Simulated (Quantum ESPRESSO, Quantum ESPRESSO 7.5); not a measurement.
**arsenene, 1 layer: a series in biaxial strain**

Wanted: a table for arsenene, 1 layer against biaxial strain, and what can be fitted to it.

Program: Quantum ESPRESSO 7.5. Level of theory: plane-wave DFT, PBE, GBRV ultrasoft pseudopotentials. Results are calculated unless marked as measured.

### Step 1. The starting structure

The cell holds 2 atoms: 2 As. Its edges and angles: a = 3.610 Å, b = 3.610 Å, c = 16.400 Å, α = 90.0°, β = 90.0°, γ = 120.0°. It derives from As. Vacuum lies along c.

Set-up: Cell and atoms are first relaxed; each strained cell is then held and the atoms relax in it. A periodic run with 15 Å of vacuum in the starting cell gives the vacuum levels, and bands follow along a path.

Members -2, -1, 0, 1 and 2 took the same steps and show in the table alone.

### Step 2. Relaxing cell and ions of the reference

What the set-up leaves free in this member is relaxed.

Contents of ref.relax.in:

```
&control
  prefix = 'ref.relax'
  outdir = './out'
  pseudo_dir = './pseudo'
  nstep = 80
  forc_conv_thr = 0.0004
  calculation = 'vc-relax'
  etot_conv_thr = 1e-06
/
&system
  ibrav = 0
  nat = 2
  ntyp = 1
  ecutwfc = 50
  ecutrho = 250
  occupations = 'smearing'
  smearing = 'fd'
  degauss = 0.004
/
&electrons
  conv_thr = 1e-09
  mixing_beta = 0.4
  electron_maxstep = 120
  mixing_mode = 'plain'
/
&ions
/
&cell
  cell_dofree = '2Dxy'
  press_conv_thr = 0.3
/
ATOMIC_SPECIES
  As  74.9216  as_pbe_v1.uspp.F.UPF
CELL_PARAMETERS angstrom
  3.61000000000000 0.00000000000000 0.00000000000000
  -1.80500000000000 3.12635170766182 0.00000000000000
  0.00000000000000 0.00000000000000 16.40000000000000
ATOMIC_POSITIONS crystal
  As  0.666666666700 0.333333333300 0.457317073171
  As  0.333333333300 0.666666666700 0.542682926829
K_POINTS automatic
  12 12 1 0 0 0
```

Run with:

```console
$ OMP_NUM_THREADS=1 mpirun -n 4 pw.x -nk 4 -in ref.relax.in > ref.relax.out
```

The program printed:

```text
Program PWSCF v.7.5 starts
[citation notice left out]

     Parallel version (MPI & OpenMP), running on       4 processor cores
     Number of MPI processes:                 4
     Threads/MPI process:                     1

     MPI processes distributed on     1 nodes
[...]
Current dimensions of program PWSCF are:
     Max number of different atomic species (ntypx) = 10
     Max number of k-points (npk) =  40000
     Max angular momentum in pseudopotentials (lmaxx) =  4
     Message from routine setup:
     using ibrav=0 with symmetry is DISCOURAGED, use correct ibrav instead

     K-points division:     npool     =       4
     Subspace diagonalization in iterative solution of the eigenvalue problem:
     a serial algorithm will be used

     G-vector sticks info
     --------------------
     sticks:   dense  smooth     PW     G-vecs:    dense   smooth      PW
     Sum         805     649    199                83339    59791    9633

     Using Slab Decomposition

     bravais-lattice index     =            0
     lattice parameter (alat)  =       6.8219  a.u.
     unit-cell volume          =    1249.0663 (a.u.)^3
     number of atoms/cell      =            2
     number of atomic types    =            1
     number of electrons       =        10.00
     number of Kohn-Sham states=            9
     kinetic-energy cutoff     =      50.0000  Ry
     charge density cutoff     =     250.0000  Ry
     scf convergence threshold =      1.0E-09
     mixing beta               =       0.4000
     number of iterations used =            8  plain     mixing
     energy convergence thresh.=      1.0E-06
     force convergence thresh. =      4.0E-04
     press convergence thresh. =      3.0E-01
     Exchange-correlation= SLA  PW   PBE  PBE
                           (   1   4   3   4   0   0   0)
     nstep                     =           80

     celldm(1)=   6.821911  celldm(2)=   0.000000  celldm(3)=   0.000000
     celldm(4)=   0.000000  celldm(5)=   0.000000  celldm(6)=   0.000000

     crystal axes: (cart. coord. in units of alat)
               a(1) = (   1.000000   0.000000   0.000000 )
               a(2) = (  -0.500000   0.866025   0.000000 )
               a(3) = (   0.000000   0.000000   4.542936 )

     reciprocal axes: (cart. coord. in units 2 pi/alat)
               b(1) = (  1.000000  0.577350 -0.000000 )
               b(2) = (  0.000000  1.154701  0.000000 )
               b(3) = (  0.000000 -0.000000  0.220122 )

     PseudoPot. # 1 for As read from file:
     ./pseudo/as_pbe_v1.uspp.F.UPF
     Pseudo is Ultrasoft + core correction, Zval =  5.0
     Generated by new atomic code, or converted to UPF format
     Using radial grid of  875 points,  6 beta functions with:
                l(1) =   0
                l(2) =   0
                l(3) =   1
                l(4) =   1
                l(5) =   2
                l(6) =   2
     Q(r) pseudized with  8 coefficients,  rinner =    1.300   1.300   1.300
                                                       1.300   1.300

     atomic species   valence    mass     pseudopotential
     As                5.00    74.92160     As( 1.00)

     12 Sym. Ops., with inversion, found

   Cartesian axes

     site n.     atom                  positions (alat units)
         1        As     tau(   1) = (   0.5000000   0.2886751   2.0775623  )
         2        As     tau(   2) = (  -0.0000000   0.5773503   2.4653740  )

     number of k points=    19  Fermi-Dirac smearing, width (Ry)=  0.0040
                       cart. coord. in units 2pi/alat
        k(    1) = (   0.0000000   0.0000000   0.0000000), wk =   0.0138889
        k(    2) = (   0.0000000   0.0962250   0.0000000), wk =   0.0833333
        k(    3) = (   0.0000000   0.1924501   0.0000000), wk =   0.0833333
        k(    4) = (   0.0000000   0.2886751   0.0000000), wk =   0.0833333
        k(    5) = (   0.0000000   0.3849002   0.0000000), wk =   0.0833333
        k(    6) = (   0.0000000   0.4811252   0.0000000), wk =   0.0833333
        k(    7) = (   0.0000000  -0.5773503   0.0000000), wk =   0.0416667
        k(    8) = (   0.0833333   0.1443376   0.0000000), wk =   0.0833333
        k(    9) = (   0.0833333   0.2405626   0.0000000), wk =   0.1666667
        k(   10) = (   0.0833333   0.3367877   0.0000000), wk =   0.1666667
[...]
k(   19) = (   0.3333333   0.5773503   0.0000000), wk =   0.0277778

     Dense  grid:    83339 G-vectors     FFT dimensions: (  36,  36, 160)

     Smooth grid:    59791 G-vectors     FFT dimensions: (  32,  32, 144)

     Estimated max dynamical RAM per process >     125.87 MB

     Estimated total dynamical RAM >     442.43 MB

     Initial potential from superposition of free atoms

     starting charge       9.9995, renormalised to      10.0000

     negative rho (up, down):  7.801E-05 0.000E+00
     Starting wfcs are    8 randomized atomic wfcs +    1 random wfcs

     total cpu time spent up to now is        2.1 secs

     per-process dynamical memory:    55.1 Mb

     Self-consistent Calculation

     iteration #  1     ecut=    50.00 Ry     beta= 0.40
     Davidson diagonalization with overlap
     ethr =  1.00E-02,  avg # of iterations =  5.0

     Threshold (ethr) on eigenvalues was too large:
     Diagonalizing with lowered threshold

     Davidson diagonalization with overlap
     ethr =  2.14E-04,  avg # of iterations =  3.7

     negative rho (up, down):  1.434E-05 0.000E+00

     total cpu time spent up to now is        3.0 secs

     total energy              =     -80.54340826 Ry
     estimated scf accuracy    <       0.02090025 Ry

     iteration #  2     ecut=    50.00 Ry     beta= 0.40
[...]
negative rho (up, down):  3.359E-05 0.000E+00

[...]
total energy              =     -80.54291013 Ry
     estimated scf accuracy    <       0.00614395 Ry

     iteration #  3     ecut=    50.00 Ry     beta= 0.40
[...]
negative rho (up, down):  4.783E-05 0.000E+00

[...]
total energy              =     -80.54336476 Ry
     estimated scf accuracy    <       0.00014733 Ry

     iteration #  4     ecut=    50.00 Ry     beta= 0.40
[...]
c_bands:  1 eigenvalues not converged
[...]
negative rho (up, down):  5.903E-05 0.000E+00

[...]
total energy              =     -80.54349029 Ry
     estimated scf accuracy    <       0.00001195 Ry

     iteration #  5     ecut=    50.00 Ry     beta= 0.40
[...]
ATOMIC_POSITIONS (crystal)
As               0.6666666667        0.3333333333        0.4573984578
As               0.3333333333        0.6666666667        0.5426015422
End final coordinates

[...]
Final scf calculation at the relaxed structure.
     The G-vectors are recalculated for the final unit cell
     Results may differ from those at the preceding step.

     G-vector sticks info
     --------------------
     sticks:   dense  smooth     PW     G-vecs:    dense   smooth      PW
     Sum         805     649    199                83339    59791    9633

     Using Slab Decomposition

     bravais-lattice index     =            0
     lattice parameter (alat)  =       6.8219  a.u.
     unit-cell volume          =    1249.1768 (a.u.)^3
     number of atoms/cell      =            2
     number of atomic types    =            1
     number of electrons       =        10.00
     number of Kohn-Sham states=            9
     kinetic-energy cutoff     =      50.0000  Ry
     charge density cutoff     =     250.0000  Ry
     scf convergence threshold =      1.5E-11
     mixing beta               =       0.4000
     number of iterations used =            8  plain     mixing
     press convergence thresh. =      3.0E-01
     Exchange-correlation= SLA  PW   PBE  PBE
                           (   1   4   3   4   0   0   0)

     celldm(1)=   6.821911  celldm(2)=   0.000000  celldm(3)=   0.000000
     celldm(4)=   0.000000  celldm(5)=   0.000000  celldm(6)=   0.000000

     crystal axes: (cart. coord. in units of alat)
               a(1) = (   1.000044   0.000000   0.000000 )
               a(2) = (  -0.500022   0.866064   0.000000 )
               a(3) = (   0.000000   0.000000   4.542936 )

     reciprocal axes: (cart. coord. in units 2 pi/alat)
               b(1) = (  0.999956  0.577325 -0.000000 )
               b(2) = ( -0.000000  1.154649  0.000000 )
               b(3) = (  0.000000 -0.000000  0.220122 )

     PseudoPot. # 1 for As read from file:
     ./pseudo/as_pbe_v1.uspp.F.UPF
     Pseudo is Ultrasoft + core correction, Zval =  5.0
     Generated by new atomic code, or converted to UPF format
     Using radial grid of  875 points,  6 beta functions with:
                l(1) =   0
                l(2) =   0
                l(3) =   1
                l(4) =   1
                l(5) =   2
                l(6) =   2
     Q(r) pseudized with  8 coefficients,  rinner =    1.300   1.300   1.300
                                                       1.300   1.300

     atomic species   valence    mass     pseudopotential
     As                5.00    74.92160     As( 1.00)

     12 Sym. Ops., with inversion, found

   Cartesian axes

     site n.     atom                  positions (alat units)
         1        As     tau(   1) = (   0.5000221   0.2886879   2.0779321  )
         2        As     tau(   2) = (  -0.0000000   0.5773758   2.4650042  )

     number of k points=    19  Fermi-Dirac smearing, width (Ry)=  0.0040
                       cart. coord. in units 2pi/alat
        k(    1) = (   0.0000000   0.0000000   0.0000000), wk =   0.0138889
        k(    2) = (  -0.0000000   0.0962208   0.0000000), wk =   0.0833333
        k(    3) = (  -0.0000000   0.1924416   0.0000000), wk =   0.0833333
        k(    4) = (  -0.0000000   0.2886624   0.0000000), wk =   0.0833333
        k(    5) = (  -0.0000000   0.3848832   0.0000000), wk =   0.0833333
        k(    6) = (  -0.0000000   0.4811039   0.0000000), wk =   0.0833333
        k(    7) = (   0.0000000  -0.5773247   0.0000000), wk =   0.0416667
        k(    8) = (   0.0833296   0.1443312   0.0000000), wk =   0.0833333
        k(    9) = (   0.0833296   0.2405520   0.0000000), wk =   0.1666667
        k(   10) = (   0.0833296   0.3367728   0.0000000), wk =   0.1666667
[...]
k(   19) = (   0.3333186   0.5773247   0.0000000), wk =   0.0277778

     Dense  grid:    83339 G-vectors     FFT dimensions: (  36,  36, 160)

     Smooth grid:    59791 G-vectors     FFT dimensions: (  32,  32, 144)

     Estimated max dynamical RAM per process >     126.50 MB

     Estimated total dynamical RAM >     444.97 MB

     Initial potential from superposition of free atoms

     starting charge       9.9995, renormalised to      10.0000

     negative rho (up, down):  7.804E-05 0.000E+00
     Starting wfcs are    8 randomized atomic wfcs +    1 random wfcs

     total cpu time spent up to now is       16.9 secs

     per-process dynamical memory:    54.5 Mb

     Self-consistent Calculation

     iteration #  1     ecut=    50.00 Ry     beta= 0.40
     Davidson diagonalization with overlap
     c_bands:  1 eigenvalues not converged
     c_bands:  1 eigenvalues not converged
     c_bands:  1 eigenvalues not converged
     c_bands:  1 eigenvalues not converged
     ethr =  1.00E-06,  avg # of iterations = 18.2

     negative rho (up, down):  1.426E-05 0.000E+00

     total cpu time spent up to now is       18.3 secs

     total energy              =     -80.54393610 Ry
     estimated scf accuracy    <       0.02082049 Ry

[...]
iteration # 10     ecut=    50.00 Ry     beta= 0.40
[...]
negative rho (up, down):  7.766E-05 0.000E+00

[...]
End of self-consistent calculation

          k = 0.0000 0.0000 0.0000 (  7515 PWs)   bands (ev):

   -16.0132  -9.7505  -3.1156  -2.5693  -2.5693  -0.6316   0.9228   0.9228
     2.3265

          k =-0.0000 0.0962 0.0000 (  7495 PWs)   bands (ev):

   -15.9216  -9.7392  -3.4582  -3.0721  -2.7747  -0.0100   0.8104   1.1315
     2.4588

          k =-0.0000 0.1924 0.0000 (  7467 PWs)   bands (ev):

   -15.6496  -9.7522  -4.7679  -3.2300  -2.9800  -0.3163   1.4890   1.5411
     2.7367

          k =-0.0000 0.2887 0.0000 (  7463 PWs)   bands (ev):

   -15.2073  -9.9454  -5.7614  -3.7117  -2.9930  -0.8392   1.7326   1.8379
     3.1270

          k =-0.0000 0.3849 0.0000 (  7437 PWs)   bands (ev):

   -14.6209 -10.4871  -6.1697  -4.1025  -3.3300  -0.9508   1.2697   1.9396
     3.7952

          k =-0.0000 0.4811 0.0000 (  7460 PWs)   bands (ev):

   -13.9735 -11.2405  -6.0970  -4.3513  -3.8553  -0.7451   0.7767   1.9383
     3.8680

[...]
the Fermi energy is    -1.7917 ev

!    total energy              =     -80.54350188 Ry
     estimated scf accuracy    <          1.9E-12 Ry
     smearing contrib. (-TS)   =      -0.00000000 Ry
     internal energy E=F+TS    =     -80.54350188 Ry

     The total energy is F=E-TS. E is the sum of the following terms:
     one-electron contribution =     -98.27280886 Ry
     hartree contribution      =      51.09544630 Ry
     xc contribution           =     -62.99939262 Ry
     ewald contribution        =      29.63325330 Ry

     convergence has been achieved in  10 iterations

     negative rho (up, down):  7.766E-05 0.000E+00

     Forces acting on atoms (cartesian axes, Ry/au):

     atom    1 type  1   force =     0.00000000    0.00000000   -0.00000558
     atom    2 type  1   force =     0.00000000    0.00000000    0.00000558

     Total force =     0.000008     Total SCF correction =     0.000001
     SCF correction compared to forces is large: reduce conv_thr to get better values

     Computing stress (Cartesian axis) and pressure

     negative rho (up, down):  7.766E-05 0.000E+00
          total   stress  (Ry/bohr**3)                   (kbar)     P=        0.08
   0.00000114   0.00000000   0.00000000            0.17        0.00        0.00
  -0.00000000   0.00000114   0.00000000           -0.00        0.17        0.00
   0.00000000   0.00000000  -0.00000056            0.00        0.00       -0.08

[...]
=------------------------------------------------------------------------------=
   JOB DONE.
=------------------------------------------------------------------------------=
```

The job ended after 24 s (4 MPI ranks of Intel Xeon 6975P-C (Granite Rapids), shared host; peak memory 0.47 GiB; 97 s of CPU time).

Little changed from the start: no atom moved by 0.005 Å and no cell edge by 0.1 %.

 The last row is no step: it is a fresh SCF in the final cell with a new plane-wave basis, -0 meV from the row before.

Numbers from this step:

```
free energy  : -1095.8502 eV
Fermi energy : -1.792 eV
```

(Continued in part 2 of 5.)

[Logs are printed without paths, hosts, clocks, repeated set-up lines and the standing remarks that a program may print on its own settings, such as how far it seeks lower states.]

[Hosts, paths, dates, database ids (printed as entryN), source tags and the programs' standing remarks are cut or masked in the printed files.]

[Maps of the electrostatic potential energy from Ansatz leave out the sawtooth potential of an applied field or a dipole correction, so their vacuum need not be flat; planar profiles and work functions include it.]
